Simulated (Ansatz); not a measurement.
## Ge wire along [110], 23 atoms a period, H-terminated: bands by functional

Wanted: the relaxed geometry and the bands of the Ge wire along [110], 23 atoms a period, H-terminated.

Calculated with Ansatz 0.2.0; DFT PBE, plane waves, PAW; relaxation of a wire's period; PAW set soft_1, in the first sound run; inputs show where later runs differ.

## Step 1: Starting point

The cell holds 39 atoms: 16 H and 23 Ge. Its edges and angles: a = 20.121 Å, b = 21.566 Å, c = 4.073 Å, α = 90.0°, β = 90.0°, γ = 90.0°. Vacuum lies along a and b. The structure's axis is c.

## Step 2: Relaxation of atoms and period

Band widths follow the bond lengths, so the wire is relaxed first. The atoms and the third cell vector are free; the box across stays fixed as vacuum. A Fermi-Dirac smearing is set since the result may be a metal. The pressure printed is a third of the stress's trace over the whole box, vacuum included; only the stress along the axis is relaxed.

Contents of input.yaml:

```yaml
crystal:
  lattice:
    - [20.121, 0.0, 0.0]
    - [0.0, 21.566, 0.0]
    - [0.0, 0.0, 4.0729350596]
  atoms:
    - { symbol: H, position: [0.168977685, 0.440944199, 0.0] }
    - { symbol: Ge, position: [0.213740193, 0.500006364, 0.0] }
    - { symbol: Ge, position: [0.428441251, 0.405576821, 0.0] }
    - { symbol: Ge, position: [0.428441251, 0.783294994, 0.0] }
    - { symbol: H, position: [0.473203759, 0.157655569, 0.0] }
    - { symbol: Ge, position: [0.500008271, 0.311147278, 0.0] }
    - { symbol: Ge, position: [0.500008271, 0.500006364, 0.0] }
    - { symbol: Ge, position: [0.71470933, 0.405576821, 0.0] }
    - { symbol: H, position: [0.759471837, 0.346514655, 0.0] }
    - { symbol: Ge, position: [0.786276349, 0.500006364, 0.0] }
    - { symbol: H, position: [0.240544705, 0.311147278, 0.187268604] }
    - { symbol: H, position: [0.240544705, 0.688865451, 0.187268604] }
    - { symbol: H, position: [0.831038857, 0.500006364, 0.312731396] }
    - { symbol: Ge, position: [0.285307212, 0.311147278, 0.5] }
    - { symbol: Ge, position: [0.285307212, 0.688865451, 0.5] }
    - { symbol: Ge, position: [0.285307212, 0.500006364, 0.5] }
    - { symbol: H, position: [0.312111724, 0.157655569, 0.5] }
    - { symbol: H, position: [0.312111724, 0.84235716, 0.5] }
    - { symbol: Ge, position: [0.356874232, 0.216717735, 0.5] }
    - { symbol: Ge, position: [0.356874232, 0.405576821, 0.5] }
    - { symbol: Ge, position: [0.356874232, 0.594435908, 0.5] }
    - { symbol: Ge, position: [0.356874232, 0.783294994, 0.5] }
    - { symbol: Ge, position: [0.57157529, 0.311147278, 0.5] }
    - { symbol: Ge, position: [0.57157529, 0.688865451, 0.5] }
    - { symbol: Ge, position: [0.57157529, 0.500006364, 0.5] }
    - { symbol: H, position: [0.616337798, 0.252085112, 0.5] }
    - { symbol: H, position: [0.616337798, 0.747927617, 0.5] }
    - { symbol: Ge, position: [0.64314231, 0.405576821, 0.5] }
    - { symbol: Ge, position: [0.64314231, 0.594435908, 0.5] }
    - { symbol: H, position: [0.831038857, 0.500006364, 0.687268604] }
    - { symbol: H, position: [0.240544705, 0.311147278, 0.812731396] }
    - { symbol: H, position: [0.240544705, 0.688865451, 0.812731396] }
    - { symbol: H, position: [0.168977685, 0.55906853, 0.0] }
    - { symbol: Ge, position: [0.428441251, 0.216717735, 0.0] }
    - { symbol: Ge, position: [0.428441251, 0.594435908, 0.0] }
    - { symbol: H, position: [0.473203759, 0.84235716, 0.0] }
    - { symbol: Ge, position: [0.500008271, 0.688865451, 0.0] }
    - { symbol: Ge, position: [0.71470933, 0.594435908, 0.0] }
    - { symbol: H, position: [0.759471837, 0.653498073, 0.0] }
kpoints:
  mp_grid: { grid: [1, 1, 20] }
scf:
  occupations: { method: fermi_dirac, width: 0.05 }
hamiltonian:
  xc: pbe
  pseudopotentials: { kind: paw, azcp: { folder: soft_1 } }
relax:
  cell: { fix: [a, b, alpha, beta, gamma] }
  max_steps: 45
  f_tol: 0.03
```

Run with:

```sh
ansatz run input.yaml --threads 4 --pin off --max-ram 16384MiB --backend cpu --events-out ev --progress --plain --runs-dir out
```

Numbers of over 12 decimals in the logs are rounded to 6 here.

What it wrote:

```text
Engine: ansatz 0.2.0, aarch64-unknown-linux-gnu
Pseudopotentials: kind: paw
Pseudopotential: H, paw, valence charge 1, recommended cutoff 420 eV (normal), soft_1/H.paw.azcp
Pseudopotential: Ge, paw, valence charge 14, recommended cutoff 420 eV (normal), soft_1/Ge.paw.azcp
Functional definition: PBE
  parameter kappa = 0.804
  parameter beta = 0.066725
  exchange = pbe_x(kappa = kappa, mu = beta*pi^2/3)
  correlation = pbe_c(beta = beta)
Crystal: 39 atoms, lattice volume = 1767.367 Å³
Basis set: ecut = 420 eV, 34559 PW (Γ), exchange–correlation on 270×300×60 points (8 copies of the dense FFT grid, shifted against one another)
Bands: 208, of which v1, the nominal top of the filled ones, is band 169 counted from 1 (168 counted from 0)
Symmetry: 4 space group operations
Space group: Pmm2 (ITA 25), of the structure as read, at distance tolerance 1.2e-4 Å
k-points: 11 of 20
Non-local potential: H, projectors of the file, l = 0: 2, l = 1: 1
Non-local potential: Ge, projectors of the file, l = 0: 2, l = 1: 2, l = 2: 3, l = 3: 1
PAW form: soft (Blöchl's): semilocal exchange-correlation on the pseudo side does not see the compensation charge
PAW one-centre angular grid: H, 110 points (default); XC on 64 Gauss nodes
PAW one-centre angular grid: Ge, 590 points (default); XC on 64 Gauss nodes
Initial density: superposition of atomic densities (neutral atoms: chi_scale 0, normalization atom)
Initial wavefunctions: pseudopotential atomic-orbital guess
Functional: x = pbe(κ = 0.804, μ = 0.219515), c = pbe(β = 0.066725)
SCF iter   1: F=—  HF=-99038.516713 eV  |F-HF|=—  |Δ(HF+E_count)|=         —  Δρ=3.23e-2  dr2=1.56e1  ethr=3.10e-3  ⟨swp⟩=6.2  Hψ=8769  notcnv=0  defer=126
preconditioner: auto → Resta (q_TF=auto, 2.071 Å⁻¹)  ε∞=1.6  [insulator: Δε(μ)=1.169 eV  Ē_g=21.795 eV  σ=0.050 eV  W_gap=1.00  n_scr=288 (ndim 8)  ℏωp=16.2 eV  f_vac=0.570  D(μ)=0.00/eV (n_scr^D=0)  ε∞_Penn≈1.6  vacuum switching on, ρ_ref=3.4e-2 e/Å³]
SCF iter   2: F=—  HF=-99035.288102 eV  |F-HF|=—  |Δ(HF+E_count)|=    3.23e0  Δρ=1.43e-2  dr2=3.78e0  ethr=3.10e-3  ⟨swp⟩=3.0  Hψ=3189  notcnv=0  defer=322
SCF iter   3: F=—  HF=-99035.881309 eV  |F-HF|=—  |Δ(HF+E_count)|=   5.93e-1  Δρ=6.52e-3  dr2=9.36e0  ethr=1.12e-3  ⟨swp⟩=3.5  Hψ=4315  notcnv=0  defer=331  recentre
SCF iter   4: F=—  HF=-99034.506509 eV  |F-HF|=—  |Δ(HF+E_count)|=    1.37e0  Δρ=1.81e-3  dr2=9.01e-2  ethr=1.12e-3  ⟨swp⟩=3.0  Hψ=2991  notcnv=0  defer=305
SCF iter   5: F=—  HF=-99034.508139 eV  |F-HF|=—  |Δ(HF+E_count)|=   1.63e-3  Δρ=8.12e-4  dr2=9.83e-3  ethr=2.67e-5  ⟨swp⟩=2.0  Hψ=3056  notcnv=0  defer=317
SCF iter   6: F=—  HF=-99034.511136 eV  |F-HF|=—  |Δ(HF+E_count)|=   3.00e-3  Δρ=3.00e-4  dr2=7.99e-3  ethr=2.91e-6  ⟨swp⟩=2.0  Hψ=2519  notcnv=0  defer=317
SCF iter   7: F=—  HF=-99034.510445 eV  |F-HF|=—  |Δ(HF+E_count)|=   6.92e-4  Δρ=1.38e-4  dr2=8.65e-4  ethr=2.36e-6  ⟨swp⟩=2.0  Hψ=2313  notcnv=0  defer=317
SCF iter   8: F=—  HF=-99034.510476 eV  |F-HF|=—  |Δ(HF+E_count)|=   3.17e-5  Δρ=5.05e-5  dr2=3.92e-5  ethr=2.56e-7  ⟨swp⟩=2.0  Hψ=2354  notcnv=0  defer=317
SCF iter   9: F=—  HF=-99034.510524 eV  |F-HF|=—  |Δ(HF+E_count)|=   4.82e-5  Δρ=1.94e-5  dr2=1.39e-5  ethr=1.16e-8  ⟨swp⟩=2.0  Hψ=2882  notcnv=0  defer=319
SCF iter  10: F=—  HF=-99034.510528 eV  |F-HF|=—  |Δ(HF+E_count)|=   3.67e-6  Δρ=9.70e-6  dr2=3.38e-6  ethr=4.10e-9  ⟨swp⟩=2.0  Hψ=2388  notcnv=0  defer=319
SCF iter  11: F=—  HF=-99034.510529 eV  |F-HF|=—  |Δ(HF+E_count)|=   7.52e-7  Δρ=3.83e-6  dr2=3.18e-7  ethr=9.99e-10  ⟨swp⟩=2.0  Hψ=2316  notcnv=0  defer=319
SCF iter  12: F=-99034.510529 eV  HF=-99034.510529 eV  |F-HF|=8.03e-9  |Δ(HF+E_count)|=   2.00e-7  Δρ=1.08e-6  dr2=3.71e-8  ethr=2.96e-11  ⟨swp⟩=4.0  Hψ=6592  notcnv=0
SCF 1 converged in 12 iterations: F = -99034.510529 eV  dr2 = 3.71e-8
  greatest PAW one-centre occupation: 0.998 electrons in one spin orbital (limit 2), on the Ge atom at site 13 (counted from 0), in its partial waves of l = 2
relax step   1: F+E_penalty+E_count = -99034.51052909 eV  Δ(F+E_penalty+E_count) = +0.000e0 eV  max|allowed force component| = 3.414e-1 eV/Å  Δτ_max = 0.0000 Å  P = -0.300 GPa  Ω = 1767.367 Å³  fix = [a, b, alpha, beta, gamma]  reactions: a -0.516, b -0.529 GPa  (12 SCF iters, dr2 threshold 1.00e-7 eV, accepted)
Crystal: 39 atoms, lattice volume = 1816.757 Å³
Basis set: ecut = 420 eV, 35403 PW (Γ), exchange–correlation on 270×300×60 points (8 copies of the dense FFT grid, shifted against one another)
Initial density: handed on by an earlier stage of this run
Initial wavefunctions: those handed on with the density
iter 1 solved again at ethr=2.28e-4 eV; its pass at ethr=3.10e-3 eV (dr2=7.69e-1 eV) is discarded
SCF iter   1: F=—  HF=-99034.641352 eV  |F-HF|=—  |Δ(HF+E_count)|=         —  Δρ=9.01e-3  dr2=7.76e-1  ethr=2.28e-4  ⟨swp⟩=4.9  Hψ=11953  notcnv=0
preconditioner: auto → Resta (q_TF=auto, 2.061 Å⁻¹)  ε∞=1.5  [insulator: Δε(μ)=1.262 eV  Ē_g=21.846 eV  σ=0.050 eV  W_gap=1.00  n_scr=280 (ndim 8)  ℏωp=16.0 eV  f_vac=0.619  D(μ)=0.00/eV (n_scr^D=0)  ε∞_Penn≈1.5  vacuum switching on, ρ_ref=3.5e-2 e/Å³]
SCF iter   2: F=—  HF=-99034.568626 eV  |F-HF|=—  |Δ(HF+E_count)|=   7.27e-2  Δρ=4.12e-3  dr2=2.38e-1  ethr=2.28e-4  ⟨swp⟩=6.0  Hψ=3776  notcnv=0
SCF iter   3: F=—  HF=-99034.585369 eV  |F-HF|=—  |Δ(HF+E_count)|=   1.67e-2  Δρ=2.23e-3  dr2=2.78e-1  ethr=7.03e-5  ⟨swp⟩=4.1  Hψ=3370  notcnv=0  defer=222
SCF iter   4: F=—  HF=-99034.548893 eV  |F-HF|=—  |Δ(HF+E_count)|=   3.65e-2  Δρ=3.54e-4  dr2=7.03e-3  ethr=7.03e-5  ⟨swp⟩=3.1  Hψ=2601  notcnv=0  defer=348
SCF iter   5: F=—  HF=-99034.548065 eV  |F-HF|=—  |Δ(HF+E_count)|=   8.28e-4  Δρ=1.53e-4  dr2=7.20e-4  ethr=2.08e-6  ⟨swp⟩=2.0  Hψ=2719  notcnv=0  defer=348
SCF iter   6: F=—  HF=-99034.548211 eV  |F-HF|=—  |Δ(HF+E_count)|=   1.46e-4  Δρ=6.94e-5  dr2=4.18e-4  ethr=2.13e-7  ⟨swp⟩=2.0  Hψ=2553  notcnv=0  defer=348
SCF iter   7: F=—  HF=-99034.548156 eV  |F-HF|=—  |Δ(HF+E_count)|=   5.48e-5  Δρ=3.43e-5  dr2=1.43e-5  ethr=1.24e-7  ⟨swp⟩=2.0  Hψ=2363  notcnv=0  defer=348
SCF iter   8: F=-99034.548160 eV  HF=-99034.548161 eV  |F-HF|=1.23e-6  |Δ(HF+E_count)|=   5.03e-6  Δρ=1.13e-5  dr2=2.88e-6  ethr=1.15e-9  ⟨swp⟩=4.2  Hψ=6604  notcnv=0
SCF 2 converged in 8 iterations: F = -99034.548160 eV  dr2 = 2.88e-6
  greatest PAW one-centre occupation: 0.998 electrons in one spin orbital (limit 2), on the Ge atom at site 14 (counted from 0), in its partial waves of l = 2
[...]
SCF iter   6: F=—  HF=-99034.690354 eV  |F-HF|=—  |Δ(HF+E_count)|=   2.47e-6  Δρ=2.67e-7  dr2=6.49e-9  ethr=2.06e-12  ⟨swp⟩=2.6  Hψ=3014  notcnv=0
SCF iter   7: F=—  HF=-99034.690355 eV  |F-HF|=—  |Δ(HF+E_count)|=   7.82e-7  Δρ=1.11e-7  dr2=6.88e-10  ethr=1.92e-12  ⟨swp⟩=2.4  Hψ=2733  notcnv=0
SCF iter   8: F=-99034.690355 eV  HF=-99034.690355 eV  |F-HF|=1.38e-8  |Δ(HF+E_count)|=   2.39e-7  Δρ=3.51e-8  dr2=3.78e-11  ethr=1.00e-12  ⟨swp⟩=4.3  Hψ=5963  notcnv=0
SCF 5 converged in 8 iterations: F = -99034.690355 eV  dr2 = 3.78e-11
relax step   5: F+E_penalty+E_count = -99034.69035537 eV  Δ(F+E_penalty+E_count) = -3.532e-3 eV  max|allowed force component| = 1.349e-2 eV/Å  Δτ_max = 0.0000 Å  P = -0.011 GPa  Ω = 1789.632 Å³  fix = [a, b, alpha, beta, gamma]  reactions: a -0.013, b -0.009 GPa  stress off target by 9.82e-3 GPa on what of the cell is left free  SCF on the basis re-selected at this cell (its energy is not comparable with the rows above)  (8 SCF iters)
basis re-selected at this cell: Δ(F+E_penalty+E_count) = -3.532e-3 eV, ΔP = +0.002 GPa vs the last step (what re-selecting the basis moved, of the pressure what is left beyond the Pulay correction that the steps carried, after the strain that the cell walked since its last selection, with what the two solves' SCF thresholds leave and, on support functions, any second-order correction that the steps lacked; it is no m [...]
SCF converged after 8 iterations
Free energy (F): -99034.690355 eV
Harris-Foulkes:  -99034.690355 eV  (|F-HF|=1.38e-8)
Internal energy: -99034.690355 eV  (E = F + TS)
E sigma→0 (E₀):  -99034.690355 eV
Entropy (-TS):   -0.000001 eV (-0.000 meV/atom)
Fermi energy:    -0.320109 eV
--- Per-component energies (eV) ---
  E_band       = -6368.660592
  E_kinetic    = 2329.080213
  E_local      = -248310.680999  (includes V_loc(G=0)·N_el)
  E_nonlocal   = 5026.224890
  E_hartree    = 121493.912223
  E_xc         = -1775.921517
  E_vxc        = -1661.969246  (∫ρ·V_xc dr)
  E_paw        = -46328.940521  (= ΣΔE_a)
  E_vpaw       = -6739.124484  (= ΣTr[D̂ρ^β])
  E_aug_tail   = -0.014493  (compensation charges beyond the density's cutoff)
  E_ewald      = 68531.649850
  E_smearing   = -0.000001  (= −TS)
  E_closure    = 0.000000  (closes the sum)
  Σ components = -99034.690355   (vs F -99034.690355, Δ=0.00e0)
--- Forces (eV/Å), atoms counted from 1 ---
  atom   1  H      0.00293816     0.00288917     0.00000000
  atom   2  Ge    -0.00426546     0.00000000     0.00000000
  atom   3  Ge     0.00173248     0.00068413     0.00000000
  atom   4  Ge     0.00222698     0.00581637     0.00000000
  atom   5  H     -0.00326881     0.00402645     0.00000000
  atom   6  Ge    -0.00140252    -0.00198615     0.00000000
  atom   7  Ge    -0.00241858     0.00000000     0.00000000
  atom   8  Ge     0.00341382    -0.00115240     0.00000000
  atom   9  H      0.00020659     0.00597460     0.00000000
  atom  10  Ge     0.00045774     0.00000000     0.00000000
  atom  11  H      0.00755829    -0.00268293     0.01318058
  atom  12  H      0.00755829     0.00268293     0.01318058
  atom  13  H     -0.00661570     0.00000000    -0.01349225
  atom  14  Ge    -0.00784930    -0.00034786     0.00000000
  atom  15  Ge    -0.00784930     0.00034786     0.00000000
  atom  16  Ge    -0.00294724     0.00000000     0.00000000
  atom  17  H      0.00044807     0.00317206     0.00000000
  atom  18  H      0.00044807    -0.00317206     0.00000000
  atom  19  Ge     0.00207710     0.00445038     0.00000000
  atom  20  Ge    -0.00555750     0.00261013     0.00000000
  atom  21  Ge    -0.00555750    -0.00261013     0.00000000
  atom  22  Ge     0.00207710    -0.00445038     0.00000000
  atom  23  Ge     0.00298880     0.00287370     0.00000000
  atom  24  Ge     0.00298880    -0.00287370     0.00000000
  atom  25  Ge     0.00320399     0.00000000     0.00000000
  atom  26  H     -0.00239425     0.00195113     0.00000000
  atom  27  H     -0.00239425    -0.00195113     0.00000000
  atom  28  Ge    -0.00107536    -0.00406918     0.00000000
  atom  29  Ge    -0.00107536     0.00406918     0.00000000
  atom  30  H     -0.00661570    -0.00000000     0.01349225
  atom  31  H      0.00755829    -0.00268293    -0.01318058
  atom  32  H      0.00755829     0.00268293    -0.01318058
  atom  33  H      0.00293816    -0.00288917     0.00000000
  atom  34  Ge     0.00222698    -0.00581637     0.00000000
  atom  35  Ge     0.00173248    -0.00068413     0.00000000
  atom  36  H     -0.00326881    -0.00402645     0.00000000
  atom  37  Ge    -0.00140252     0.00198615     0.00000000
  atom  38  Ge     0.00341382     0.00115240     0.00000000
  atom  39  H      0.00020659    -0.00597460     0.00000000
  max |Σ_I F_I| component: 7.25e-7 eV/Å
--- Stress (GPa, compression-positive) ---
       -0.012897       0.000000       0.000000
        0.000000      -0.009255       0.000000
        0.000000       0.000000      -0.009817
  P = ⅓ Tr σ = -0.0107 GPa (-0.107 kbar)
--- Relaxed structure (4 steps of the walk, 4 accepted, 1 SCFs on fresh bases) ---
  F+E_penalty+E_count = -99034.69035537 eV   max|allowed force component| = 1.349e-2 eV/Å   (the final SCF, on the basis selected at the relaxed cell)
  cell:  # Å, volume = 1789.6320 Å³
    - [20.121, 0.0, 0.0]
    - [0.0, 21.566, 0.0]
    - [0.0, 0.0, 4.124246]
  atoms:
    - { symbol: H, position: [0.172454, 0.442252, 2.184178656262631e-19] }
    - { symbol: Ge, position: [0.218338, 0.5, 2.184178656262631e-19] }
    - { symbol: Ge, position: [0.428645, 0.406012, 2.184178656262631e-19] }
    - { symbol: Ge, position: [0.427509, 0.780641, 2.184178656262631e-19] }
    - { symbol: H, position: [0.472506, 0.160674, 2.184178656262631e-19] }
    - { symbol: Ge, position: [0.499764, 0.312050, 2.184178656262631e-19] }
    - { symbol: Ge, position: [0.500131, 0.5, 2.184178656262631e-19] }
    - { symbol: Ge, position: [0.711294, 0.407478, 2.184178656262631e-19] }
    - { symbol: H, position: [0.755538, 0.348204, 2.184178656262631e-19] }
    - { symbol: Ge, position: [0.782655, 0.5, 2.184178656262631e-19] }
    - { symbol: H, position: [0.242309, 0.311879, 0.203030] }
    - { symbol: H, position: [0.242309, 0.688121, 0.203030] }
    - { symbol: H, position: [0.828916, 0.5, 0.297795] }
    - { symbol: Ge, position: [0.288754, 0.311833, 0.500000] }
    - { symbol: Ge, position: [0.288754, 0.688167, 0.500000] }
    - { symbol: Ge, position: [0.286925, 0.5, 0.500000] }
    - { symbol: H, position: [0.314336, 0.160128, 0.500000] }
    - { symbol: H, position: [0.314336, 0.839872, 0.500000] }
    - { symbol: Ge, position: [0.359187, 0.218953, 0.500000] }
    - { symbol: Ge, position: [0.358231, 0.406194, 0.500000] }
    - { symbol: Ge, position: [0.358231, 0.593806, 0.500000] }
    - { symbol: Ge, position: [0.359187, 0.781047, 0.500000] }
    - { symbol: Ge, position: [0.569137, 0.313646, 0.500000] }
    - { symbol: Ge, position: [0.569137, 0.686354, 0.500000] }
    - { symbol: Ge, position: [0.570653, 0.5, 0.500000] }
    - { symbol: H, position: [0.613924, 0.254647, 0.500000] }
    - { symbol: H, position: [0.613924, 0.745353, 0.500000] }
    - { symbol: Ge, position: [0.641894, 0.406142, 0.500000] }
    - { symbol: Ge, position: [0.641894, 0.593858, 0.500000] }
    - { symbol: H, position: [0.828916, 0.5, 0.702205] }
    - { symbol: H, position: [0.242309, 0.311879, 0.796970] }
    - { symbol: H, position: [0.242309, 0.688121, 0.796970] }
    - { symbol: H, position: [0.172454, 0.557748, 2.184178656262631e-19] }
    - { symbol: Ge, position: [0.427509, 0.219359, 2.184178656262631e-19] }
    - { symbol: Ge, position: [0.428645, 0.593988, 2.184178656262631e-19] }
    - { symbol: H, position: [0.472506, 0.839326, 2.184178656262631e-19] }
    - { symbol: Ge, position: [0.499764, 0.687950, 2.184178656262631e-19] }
    - { symbol: Ge, position: [0.711294, 0.592522, 2.184178656262631e-19] }
    - { symbol: H, position: [0.755538, 0.651796, 2.184178656262631e-19] }
```

Elapsed: 9.9 min, on 4 threads of Arm Neoverse V2, shared host; peak memory 7.1 GiB; 39 min of CPU time.

Relaxation path:

```tsv
step	energy less that of the first step (eV)	largest force component (eV/Å)	pressure (GPa)	volume (Å³)
1	0.0000	0.3414	-0.30	1767.37
2	-0.0376	0.3459	-0.01	1816.76
3	-0.1740	0.0490	-0.06	1792.19
4	-0.1763	0.0131	-0.01	1789.63
5*	-0.1798	0.0135	-0.01	1789.63
```

Relaxation steps marked * repeat the geometry before them on a plane-wave basis chosen anew for their cell, so energy and pressure can jump there.

Forces are held to the 4 operations that the run works with; a distortion that breaks them can't arise in this run.

```tsv
cell as run	before	after	change
c (Å)	4.073	4.124	+1.3 %
```

The atoms that moved most (Å, along periodic axes as changes of fractional coordinates times the final cell, across vacuum about the mean position):

```tsv
atom	dx	dy	dz	length
Ge2	0.093	0.000	0.000	0.093
H9	-0.079	0.037	0.000	0.087
H39	-0.079	-0.037	0.000	0.087
Ge38	-0.069	-0.041	0.000	0.080
Ge8	-0.069	0.041	0.000	0.080
H32	0.036	-0.016	-0.065	0.076
H12	0.036	-0.016	0.065	0.076
H31	0.036	0.016	-0.065	0.076
```

Numbers from this step:

```
cell length along the wire : 4.124 Å
```

The cell's length comes to 4.124 Å with spin left out.

(Part 1 of 2 ends here.)

[Logs are printed without paths, hosts, clocks, repeated set-up lines and the standing remarks that a program may print on its own settings, such as how far it seeks lower states.]

[Hosts, paths, dates, database ids (printed as entryN), source tags and the programs' standing remarks are cut or masked in the printed files.]
